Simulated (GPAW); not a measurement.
## TiO2 (Rutile, P4_2/mnm): the O K absorption edge

Aim: the near-edge shape at the O K edge of TiO2 (Rutile, P4_2/mnm), and what the core hole does to it.

Main program and level: GPAW 26.7.0; X-ray absorption from dipole matrix elements to empty bands, plane-wave PAW PBE.

## Step 1: The structure

It takes space group P4_2/mnm (No. 136, tetragonal). The conventional cell has a = 4.592 Å, b = 4.592 Å, c = 2.957 Å, α = 90.00°, β = 90.00°, γ = 90.00°. Nearest to Ti lie 6 O at 1.95 to 1.98 Å. O has 3 Ti at 1.95 to 1.98 Å nearest. Farther neighbours and most contacts between anions are not listed.

Coordinates:

```
Ti O
1.0
     4.59220    0.00000    0.00000
     0.00000    4.59220    0.00000
     0.00000    0.00000    2.95740
Ti O
2 4
Direct
  0.50000 0.50000 0.50000
  0.00000 0.00000 0.00000
  0.80496 0.19504 0.50000
  0.69504 0.69504 0.00000
  0.19504 0.80496 0.50000
  0.30496 0.30496 0.00000
```

## Step 2: Ground state of the crystal

A plain self-consistent run shows whether there is a gap, which decides the set-up of the core-hole run.

scf.py reads:

```python
import numpy as np
from ase import Atoms
from ase.parallel import parprint, paropen
from gpaw import GPAW, PW, FermiDirac, Mixer, MixerDif, setup_paths
from gpaw.test import gen
setup_paths.insert(0, '.')
gen('O', name='nch1s', xcname='PBE', corehole=(1, 0, 0), write_xml=True)
from gpaw.mpi import world
world.barrier()

atoms = Atoms('Ti2O4',
    cell=[[4.5922, 0, 0],
     [0, 4.5922, 0],
     [0, 0, 2.9574]],
    scaled_positions=[[0.5, 0.5, 0.5],
     [0, 0, 0],
     [0.80496, 0.19504, 0.5],
     [0.69504, 0.69504, 0],
     [0.19504, 0.80496, 0.5],
     [0.30496, 0.30496, 0]],
    pbc=True)
atoms.calc = calc = GPAW(legacy_gpaw=True, mode=PW(500), xc='PBE', setups={2: 'nch1s'},
    kpts={'size': (6, 6, 8), 'gamma': True}, occupations=FermiDirac(0.05),
    charge=0, mixer=Mixer(0.1, 5, 50), maxiter=150,
    convergence={'density': 0.0001}, txt='scf.txt')
energy = atoms.get_potential_energy() + calc.get_reference_energy()
ef = calc.get_fermi_level()
out = dict(energy=energy, fermi=ef, forces=atoms.get_forces().tolist())
parprint(f'all-electron energy {energy:.4f} eV, Fermi level {ef:.4f} eV')
ev = np.array([[calc.get_eigenvalues(k, s) for k in range(len(calc.get_ibz_k_points()))] for s in range(calc.get_number_of_spins())])
out['homo'], out['lumo'], out['counts'] = ev[ev < ef].max(), ev[ev > ef].min(), sorted(set((ev < ef).sum((0, 2)).tolist()))
out['filled'] = (ev[:, 0] < ef).sum(1).tolist()
import json
with paropen('out.json', 'w') as f:
    json.dump(out, f)
```

On the command line:

```sh
> OMP_NUM_THREADS=1 mpirun -n 2 gpaw python scf.py
```

Numbers of over 12 decimals in the logs are rounded to 6 here.

Log:

```text
Input parameters:
  convergence: {density: 0.0001}
  kpts: {gamma: True,
         size: (6, 6, 8)}
  maxiter: 150
  mixer: {backend: pulay,
          beta: 0.1,
          method: separate,
          nmaxold: 5,
          weight: 50}
  mode: {ecut: 500.0,
         name: pw}
  occupations: {fixmagmom: False,
                name: fermi-dirac,
                width: 0.05}
  setups: {2: nch1s}
  xc: PBE

Initialize ...

[... PAW data sets ...]

Reference energy: -54611.437882  # eV

Spin-paired calculation

[... convergence settings ...]
Symmetries present (total): 4
  [... symmetry matrices ...]

288 k-points: 6 x 6 x 8 Monkhorst-Pack grid + [1/12,1/12,1/16]
65 k-points in the irreducible part of the Brillouin zone
       k-points in crystal coordinates                weights
   0:     0.00000000    0.00000000    0.00000000          1/288
   1:     0.00000000    0.00000000    0.12500000          2/288
   2:     0.00000000    0.00000000    0.25000000          2/288
   3:     0.00000000    0.00000000    0.37500000          2/288
   4:     0.00000000    0.00000000    0.50000000          1/288
   5:     0.16666667   -0.16666667    0.00000000          2/288
   6:     0.16666667   -0.16666667    0.12500000          4/288
   7:     0.16666667   -0.16666667    0.25000000          4/288
   8:     0.16666667   -0.16666667    0.37500000          4/288
   9:     0.16666667   -0.16666667    0.50000000          2/288
          ...
  64:     0.50000000    0.50000000    0.50000000          1/288

Wave functions: Plane wave expansion
  Cutoff energy: 500.000 eV
  Number of coefficients (min, max): 1556, 1612
  Pulay-stress correction: 0.000000 eV/Ang^3 (de/decut=0.000000)
  Using FFTW library
  Wavefunction extrapolation:
    Improved wavefunction reuse through dual PAW basis

Occupation numbers: Fermi-Dirac:
  width: 0.0500  # eV

Eigensolver
   Davidson(niter=2)

Densities:
  Coarse grid: 24*24*16 grid
  Fine grid: 48*48*32 grid
  Total Charge: 0.000000

Density mixing:
  Method: separate
  Backend: pulay
  Linear mixing parameter: 0.1
  old densities: 5
  Width of damping distribution: 1.1
  Damping of long wavelength oscillations: 50

[... Hamiltonian set-up ...]
Number of atoms: 6
Number of atomic orbitals: 42
Number of bands in calculation: 33
Number of valence electrons: 48
Bands to converge: occupied

... initialized

Initializing position-dependent things.

Density initialized from atomic densities
Creating initial wave functions:
  33 bands from LCAO basis set

Positions:
   0 Ti     2.296100    2.296100    1.478700    ( 0.0000,  0.0000,  0.0000)
   1 Ti     0.000000    0.000000    0.000000    ( 0.0000,  0.0000,  0.0000)
   2 O      3.696537    0.895663    1.478700    ( 0.0000,  0.0000,  0.0000)
   3 O      3.191763    3.191763    0.000000    ( 0.0000,  0.0000,  0.0000)
   4 O      0.895663    3.696537    1.478700    ( 0.0000,  0.0000,  0.0000)
   5 O      1.400437    1.400437    0.000000    ( 0.0000,  0.0000,  0.0000)

Unit cell:
           periodic     x           y           z      points  spacing
  1. axis:    yes    4.592200    0.000000    0.000000    24     0.1913
  2. axis:    yes    0.000000    4.592200    0.000000    24     0.1913
  3. axis:    yes    0.000000    0.000000    2.957400    16     0.1848

  Lengths:   4.592200   4.592200   2.957400
  Angles:   90.000000  90.000000  90.000000

Effective grid spacing dv^(1/3) = 0.1891

iter:   1   -59.203423
iter:   2   -53.935652   -0.98  -0.90
iter:   3   -50.553725   -0.07  -1.02
iter:   4   -50.486117   -1.28  -1.43
iter:   5   -50.977995   -1.81  -1.38
iter:   6   -50.430544   -1.11  -1.49
iter:   7   -50.426671   -2.08  -2.31
iter:   8   -50.437410c  -2.12  -2.30
iter:   9   -50.424481c  -3.33  -2.38
iter:  10   -50.425718c  -3.75  -2.92
iter:  11   -50.424575c  -3.67  -2.81
iter:  12   -50.424343c  -5.04  -3.29
iter:  13   -50.424341c  -6.21  -3.89
iter:  14   -50.424341c  -6.20  -4.04c
iter:  15   -50.424340c  -6.79  -4.14c
iter:  16   -50.424340c  -7.63c -4.41c

Converged after 16 iterations.

Dipole moment: (-0.000002, 0.000002, -0.000000) |e|*Ang

Energy contributions relative to reference atoms: (reference = -54611.437882)

Kinetic:        +50.493989
Potential:      -57.809238
External:        +0.000000
XC:             -43.558592
Entropy (-ST):   -0.000000
Local:           +0.449502
SIC:             +0.000000
--------------------------
Free energy:    -50.424340
Extrapolated:   -50.424340

Showing only first 2 kpts
 Kpt  Band  Eigenvalues  Occupancy
  0    22      5.24449    2.00000
  0    23      5.68364    2.00000
  0    24      7.57015    0.00000
  0    25      7.87526    0.00000

  1    22      4.92589    2.00000
  1    23      5.58384    2.00000
  1    24      7.93806    0.00000
  1    25      8.00283    0.00000

Fermi level: 6.58706

Gap: 1.887 eV
Transition (v -> c):
  (s=0, k=0, n=23, [0.00, 0.00, 0.00]) -> (s=0, k=0, n=24, [0.00, 0.00, 0.00])
No difference between direct/indirect transitions

Forces in eV/Ang:
  0 Ti   -0.00004    0.00004    0.00000
  1 Ti   -0.00002    0.00002    0.00000
  2 O    -0.09683    0.09683    0.00000
  3 O     0.09659    0.09660    0.00000
  4 O     0.09666   -0.09666    0.00000
  5 O    -0.09660   -0.09659    0.00000
Scalar-relativistic atomic PBE calculation for O (Oxygen, Z=8)
Core hole in 1s state (1s occupation: 2.0)
300 radial gridpoints.
|------------------------------------------------|
|------------------------------------------------|
[... the atom generator's iteration count ...]

Energy contributions:
-------------------------
Kinetic:      +74.889487
XC:            -8.275248
Potential:   -141.614183
-------------------------
Total:        -74.999944

state      eigenvalue         ekin         rmax
-----------------------------------------------
1s^2.0 :   -18.913699    29.145489        0.129
2s^2.0 :    -0.880545     3.220963        0.871
2p^4.0 :    -0.331818     2.539146        0.819
-----------------------------------------------
(units: Bohr and Hartree)

Generating PAW setup
Kinetic energy of the core from tauc = 58.337696
Cutoffs:
rc(s)=1.300
rc(p)=1.130
rc(d)=1.170
rc(vbar)=1.300
rc(comp)=1.260
rc(nct)=1.300

Kinetic energy of the core states: 58.290978
Charge: 0.0
Core electrons: 2.0
Valence electrons: 6.0
Pseudo-core charge: 0.000736
Shape function alpha=6.299
Pseudo-electron charge 5.680117
state    eigenvalue         norm
--------------------------------
2s(2) :    -0.880545     1.081993
*s    :     0.119455
2p(4) :    -0.331818     0.878848
*p    :     0.668182
*d    :     0.000000
--------------------------------

Diagonalizing with gridspacing h=0.050

state   all-electron     PAW
-------------------------------
2s:      -0.880545    -0.881653
2p:      -0.331818    -0.335594
*d:                    0.049820
*f:                    0.077145
-------------------------------
all-electron energy -54661.8622 eV, Fermi level 6.5871 eV
```

The job ended after 30 s (2 MPI ranks of AMD EPYC 7R43, shared host; peak memory 0.23 GiB).

The mesh shows a gap of 1.89 eV, so the hole is first treated in a charged cell, without the excited electron.

## Step 3: Spectrum without a core hole, O atom 3

This cheap baseline ignores the attraction of the hole: it shows the absorber's empty states as they are in the ground state. The data set with a hole of occupation 0 only carries the core orbital.

The absorber has 2 Ti at 1.95 Å and 1 Ti at 1.98 Å (distorted trigonal planar, site symmetry m2m).

xas.py reads:

```python
import numpy as np
from ase import Atoms
from ase.parallel import parprint, paropen
from gpaw import GPAW, PW, FermiDirac, Mixer, MixerDif, setup_paths
from gpaw.test import gen
setup_paths.insert(0, '.')
gen('O', name='nch1s', xcname='PBE', corehole=(1, 0, 0), write_xml=True)
from gpaw.mpi import world
world.barrier()

atoms = Atoms('Ti2O4',
    cell=[[4.5922, 0, 0],
     [0, 4.5922, 0],
     [0, 0, 2.9574]],
    scaled_positions=[[0.5, 0.5, 0.5],
     [0, 0, 0],
     [0.80496, 0.19504, 0.5],
     [0.69504, 0.69504, 0],
     [0.19504, 0.80496, 0.5],
     [0.30496, 0.30496, 0]],
    pbc=True)
atoms.calc = calc = GPAW(legacy_gpaw=True, mode=PW(500), xc='PBE', setups={2: 'nch1s'},
    kpts={'size': (6, 6, 8), 'gamma': True}, occupations=FermiDirac(0.02),
    charge=0, mixer=Mixer(0.1, 5, 50), maxiter=150,
    convergence={'density': 0.0001}, txt='scf.txt')
energy = atoms.get_potential_energy() + calc.get_reference_energy()
ef = calc.get_fermi_level()
out = dict(energy=energy, fermi=ef, forces=atoms.get_forces().tolist())
parprint(f'all-electron energy {energy:.4f} eV, Fermi level {ef:.4f} eV')
ev = np.array([[calc.get_eigenvalues(k, s) for k in range(len(calc.get_ibz_k_points()))] for s in range(calc.get_number_of_spins())])
out['homo'], out['lumo'], out['counts'] = ev[ev < ef].max(), ev[ev > ef].min(), sorted(set((ev < ef).sum((0, 2)).tolist()))
out['filled'] = (ev[:, 0] < ef).sum(1).tolist()

from ase.units import Ha
from gpaw.xas import dipole_matrix_elements
nb = int(calc.get_number_of_electrons() / 2) + 50
top, nb = nb, nb + 8 + nb // 12
nscf = calc.fixed_density(kpts={'size': (5, 5, 8), 'gamma': True}, nbands=nb,
    convergence={'bands': top, 'eigenstates': 1e-5}, maxiter=60, txt='nscf.txt')
cell = atoms.cell.array
ops = [cell.T @ U.T @ np.linalg.inv(cell.T) for U in nscf.wfs.kd.symmetry.op_scc]
filled = [24]  # bands filled in the ground state, by spin
E = np.arange(-25, 34, 0.1)
fwhm = np.interp(E, [4, 25], [0.9, 3.5])
Y, X, zero, highest = 0, 0, 1e9, 1e9
for spin in range(nscf.get_number_of_spins()):
    wfs = nscf.wfs
    A = dipole_matrix_elements(wfs.setups[2])
    eps = np.zeros((wfs.kd.nibzkpts, nb))
    d = np.zeros((3, A.shape[1], wfs.kd.nibzkpts, nb), complex)
    for kpt in wfs.kpt_u:
        if kpt.s == spin and 2 in kpt.P_ani:
            eps[kpt.k] = kpt.eps_n * Ha
            d[:, :, kpt.k] = (kpt.weight * wfs.nspins / 2) ** 0.5 * np.inner(A, kpt.P_ani[2])
    world.sum(eps)
    world.sum(d)
    T = np.einsum('amkn,bmkn->abkn', d, d.conj()).real
    T = sum(np.einsum('ai,ijkn,bj->abkn', R, T, R) for R in ops) / len(ops)
    empty = np.ones_like(eps, bool) & (np.arange(nb) >= filled[spin])
    zero, highest = min(zero, eps[empty].min()), min(highest, eps[:, top - 1].min())
    lines = [(eps, T, empty)] if spin == 0 else lines + [(eps, T, empty)]
for eps, T, empty in lines:
    f = np.einsum('aakn->akn', T).reshape(3, -1)
    x = eps.ravel() - zero
    w = np.interp(x, E, fwhm) / 2.35482
    g = np.exp(-0.5 * ((E[:, None] - x) / w) ** 2) / (w * (2 * np.pi) ** 0.5)
    Y = Y + (f * empty.ravel()) @ g.T
    X = X + (f * ~empty.ravel()) @ g.T
out.update(E=E.round(2).tolist(), xas=Y.tolist(), xes=X.tolist(), zero=zero, valid=highest - zero, nk=len(eps), nb=nb)
for i in range(0, len(E), 10):
    parprint(f'{E[i]:7.2f}', *(f'{v:10.3e}' for v in Y[:, i]))
import json
with paropen('out.json', 'w') as f:
    json.dump(out, f)
```

On the command line:

```sh
> OMP_NUM_THREADS=1 mpirun -n 2 gpaw python xas.py
```

Log:

```text
Input parameters:
  convergence: {density: 0.0001}
  kpts: {gamma: True,
         size: (6, 6, 8)}
  maxiter: 150
  mixer: {backend: pulay,
          beta: 0.1,
          method: separate,
          nmaxold: 5,
          weight: 50}
  mode: {ecut: 500.0,
         name: pw}
  occupations: {fixmagmom: False,
                name: fermi-dirac,
                width: 0.02}
  setups: {2: nch1s}
  xc: PBE

Initialize ...

[...]
*p    :     0.668182
*d    :     0.000000
--------------------------------

Diagonalizing with gridspacing h=0.050

state   all-electron     PAW
-------------------------------
2s:      -0.880545    -0.881653
2p:      -0.331818    -0.335594
*d:                    0.049820
*f:                    0.077145
-------------------------------
all-electron energy -54661.8622 eV, Fermi level 6.2404 eV
[...]
32.00  3.666e-05  3.666e-05  5.381e-05
  33.00  3.977e-05  3.977e-05  6.048e-05
[key lines of the parts left out:]
Converged after 16 iterations.
Dipole moment: (-0.000002, 0.000002, -0.000000) |e|*Ang
Free energy:    -50.424340
Fermi level: 6.24042
```

Elapsed: 58 s, on 2 MPI ranks; peak memory 0.33 GiB; 1.9 min of CPU time.

The O K spectrum, O atom 3, no core hole (energy from the lowest empty level; intensity scaled to a mean of 1 over the first 20 eV; polarised curves are means over the symmetry-equivalent atoms):

| E (eV) | isotropic | ε ⊥ c | ε ∥ c |
| --- | --- | --- | --- |
| -2.0 | 0.00 | 0.00 | 0.00 |
| -1.5 | 0.00 | 0.00 | 0.00 |
| -1.0 | 0.00 | 0.00 | 0.00 |
| -0.5 | 0.03 | 0.03 | 0.03 |
| 0.0 | 0.29 | 0.32 | 0.22 |
| 0.5 | 1.01 | 1.15 | 0.74 |
| 1.0 | 1.80 | 1.96 | 1.48 |
| 1.5 | 2.08 | 2.52 | 1.20 |
| 2.0 | 1.56 | 2.16 | 0.34 |
| 2.5 | 0.61 | 0.83 | 0.19 |
| 3.0 | 0.53 | 0.38 | 0.81 |
| 3.5 | 1.08 | 0.76 | 1.70 |
| 4.0 | 1.88 | 1.38 | 2.87 |
| 4.5 | 2.49 | 1.97 | 3.52 |
| 5.0 | 1.94 | 1.93 | 1.95 |
| 5.5 | 0.80 | 0.97 | 0.48 |
| 6.0 | 0.18 | 0.23 | 0.07 |
| 6.5 | 0.06 | 0.07 | 0.04 |
| 7.0 | 0.09 | 0.10 | 0.09 |
| 7.5 | 0.18 | 0.18 | 0.17 |
| 8.0 | 0.30 | 0.31 | 0.28 |
| 8.5 | 0.47 | 0.49 | 0.43 |
| 9.0 | 0.67 | 0.70 | 0.63 |
| 9.5 | 0.84 | 0.85 | 0.82 |
| 10.0 | 0.89 | 0.86 | 0.94 |
| 10.5 | 0.84 | 0.78 | 0.98 |
| 11.0 | 0.83 | 0.74 | 1.01 |
| 11.5 | 0.92 | 0.82 | 1.13 |
| 12.0 | 1.11 | 0.99 | 1.34 |
| 12.5 | 1.33 | 1.19 | 1.60 |
| 13.0 | 1.49 | 1.33 | 1.81 |
| 13.5 | 1.53 | 1.37 | 1.85 |
| 14.0 | 1.46 | 1.35 | 1.69 |
| 14.5 | 1.37 | 1.33 | 1.45 |
| 15.0 | 1.33 | 1.36 | 1.26 |
| 15.5 | 1.35 | 1.45 | 1.16 |
| 16.0 | 1.36 | 1.51 | 1.07 |
| 16.5 | 1.27 | 1.44 | 0.93 |
| 17.0 | 1.08 | 1.24 | 0.75 |
| 17.5 | 0.84 | 0.97 | 0.59 |
| 18.0 | 0.64 | 0.73 | 0.46 |
| 18.5 | 0.49 | 0.54 | 0.40 |
| 19.0 | 0.42 | 0.43 | 0.39 |
| 19.5 | 0.39 | 0.38 | 0.43 |
| 20.0 | 0.41 | 0.37 | 0.49 |
| 20.5 | 0.45 | 0.39 | 0.56 |
| 21.0 | 0.49 | 0.43 | 0.61 |
| 21.5 | 0.54 | 0.49 | 0.62 |
| 22.0 | 0.58 | 0.57 | 0.60 |
| 22.5 | 0.62 | 0.65 | 0.57 |
| 23.0 | 0.66 | 0.73 | 0.54 |
| 23.5 | 0.70 | 0.79 | 0.52 |
| 24.0 | 0.72 | 0.82 | 0.51 |
| 24.5 | 0.72 | 0.83 | 0.50 |
| 25.0 | 0.71 | 0.82 | 0.50 |
| 25.5 | 0.69 | 0.78 | 0.49 |
| 26.0 | 0.65 | 0.74 | 0.48 |
| 26.5 | 0.62 | 0.69 | 0.47 |
| 27.0 | 0.58 | 0.63 | 0.46 |
| 27.5 | 0.54 | 0.57 | 0.46 |
| 28.0 | 0.50 | 0.52 | 0.47 |
| 28.5 | 0.47 | 0.47 | 0.49 |
| 29.0 | 0.46 | 0.44 | 0.51 |
| 29.5 | 0.46 | 0.42 | 0.54 |
| 30.0 | 0.47 | 0.42 | 0.57 |
| 30.5 | 0.48 | 0.42 | 0.59 |
| 31.0 | 0.49 | 0.42 | 0.61 |
| 31.5 | 0.49 | 0.43 | 0.62 |
| 32.0 | 0.50 | 0.43 | 0.64 |

Main maxima below 24 eV (height): 1.4 eV (2.08), 4.5 eV (2.49), 9.9 eV (0.89) and 13.4 eV (1.53). A K edge sees empty p states; the first features are O p mixed into the empty d states of the Ti neighbours, and the broad ones above probably into the cations' higher empty bands. Ti is d⁰ and octahedral here, so the pair, 3.1 eV apart, is its t₂g and e_g bands.

The same matrix elements for filled bands give the O K emission of O atom 3 (ground-state approximation; energy from the lowest empty level, largest value 1):

| E (eV) | emission |
| --- | --- |
| -24.00 | 0.00 |
| -23.25 | 0.00 |
| -22.50 | 0.00 |
| -21.75 | 0.00 |
| -21.00 | 0.00 |
| -20.25 | 0.00 |
| -19.50 | 0.00 |
| -18.75 | 0.00 |
| -18.00 | 0.00 |
| -17.25 | 0.00 |
| -16.50 | 0.00 |
| -15.75 | 0.00 |
| -15.00 | 0.00 |
| -14.25 | 0.00 |
| -13.50 | 0.00 |
| -12.75 | 0.00 |
| -12.00 | 0.00 |
| -11.25 | 0.00 |
| -10.50 | 0.00 |
| -9.75 | 0.00 |
| -9.00 | 0.00 |
| -8.25 | 0.01 |
| -7.50 | 0.14 |
| -6.75 | 0.59 |
| -6.00 | 0.77 |
| -5.25 | 0.62 |
| -4.50 | 0.85 |
| -3.75 | 0.99 |
| -3.00 | 0.90 |
| -2.25 | 0.33 |
| -1.50 | 0.02 |
| -0.75 | 0.00 |
| 0.00 | 0.00 |
| 0.75 | 0.00 |
| 1.50 | 0.00 |
| 2.25 | 0.00 |
| 3.00 | 0.00 |

Emission maxima: -6.2 eV (0.79) and -3.6 eV (1.00).

## Step 4: Reference energy of the supercell

The photon energy needs a difference of total energies, so the cell and mesh of the coming hole run are first run without a hole.

scf.py: that of step 2 with these lines changed.

```diff
@@ -10,15 +10,21 @@
 
-atoms = Atoms('Ti2O4',
-    cell=[[4.5922, 0, 0],
-     [0, 4.5922, 0],
-     [0, 0, 2.9574]],
-    scaled_positions=[[0.5, 0.5, 0.5],
+atoms = Atoms('Ti4O8',
+    cell=[[4.5922, 0, 2.9574],
+     [0, 4.5922, 2.9574],
+     [-4.5922, 0, 2.9574]],
+    scaled_positions=[[0.25, 0.5, 0.75],
+     [0.75, 0.5, 0.25],
      [0, 0, 0],
-     [0.80496, 0.19504, 0.5],
-     [0.69504, 0.69504, 0],
-     [0.19504, 0.80496, 0.5],
-     [0.30496, 0.30496, 0]],
+     [0.5, 0, 0.5],
+     [0.55496, 0.19504, 0.75],
+     [0.05496, 0.19504, 0.25],
+     [0, 0.69504, 0.30496],
+     [0.5, 0.69504, 0.80496],
+     [0.94504, 0.80496, 0.75],
+     [0.44504, 0.80496, 0.25],
+     [0, 0.30496, 0.69504],
+     [0.5, 0.30496, 0.19504]],
     pbc=True)
-atoms.calc = calc = GPAW(legacy_gpaw=True, mode=PW(500), xc='PBE', setups={2: 'nch1s'},
-    kpts={'size': (6, 6, 8), 'gamma': True}, occupations=FermiDirac(0.05),
+atoms.calc = calc = GPAW(legacy_gpaw=True, mode=PW(500), xc='PBE', setups={4: 'nch1s'},
+    kpts={'size': (4, 4, 4), 'gamma': True}, occupations=FermiDirac(0.02),
     charge=0, mixer=Mixer(0.1, 5, 50), maxiter=150,
```

On the command line:

```sh
> OMP_NUM_THREADS=1 mpirun -n 2 gpaw python scf.py
```

Log:

```text
Input parameters:
  convergence: {density: 0.0001}
  kpts: {gamma: True,
         size: (4, 4, 4)}
  maxiter: 150
  mixer: {backend: pulay,
          beta: 0.1,
          method: separate,
          nmaxold: 5,
          weight: 50}
  mode: {ecut: 500.0,
         name: pw}
  occupations: {fixmagmom: False,
                name: fermi-dirac,
                width: 0.02}
  setups: {4: nch1s}
  xc: PBE

Initialize ...

[...]
2s(2) :    -0.880545     1.081993
*s    :     0.119455
2p(4) :    -0.331818     0.878848
*p    :     0.668182
*d    :     0.000000
--------------------------------

Diagonalizing with gridspacing h=0.050

state   all-electron     PAW
-------------------------------
2s:      -0.880545    -0.881653
2p:      -0.331818    -0.335594
*d:                    0.049820
*f:                    0.077145
-------------------------------
all-electron energy -109323.7092 eV, Fermi level 6.3940 eV
[key lines of the parts left out:]
Converged after 26 iterations.
Dipole moment: (0.000000, 0.000000, 0.000000) |e|*Ang
Free energy:   -100.833566
Fermi level: 6.39399
```

Wall time 82 s (2 MPI ranks); peak memory 0.31 GiB; 2.7 min of CPU time.

Reference energy: -109323.709 eV with the cores included.

[end of part 1 of 2]

[Banner, clock and machine lines of the logs are left out without a mark of their own.]

[Logs are printed without paths, hosts, clocks, repeated set-up lines and the standing remarks that a program may print on its own settings, such as how far it seeks lower states.]

[Hosts, paths, dates, database ids (printed as entryN), source tags and the programs' standing remarks are cut or masked in the printed files.]

[Lists of maxima count a maximum above −3 eV only where it reaches 4 % of the highest in the window and stands out from its surroundings by 2 % of it (1.5 % where it reaches 55 %); shoulders and weaker maxima are passed over, and of the rest the first, up to two pre-edge ones and the few strongest are named.]
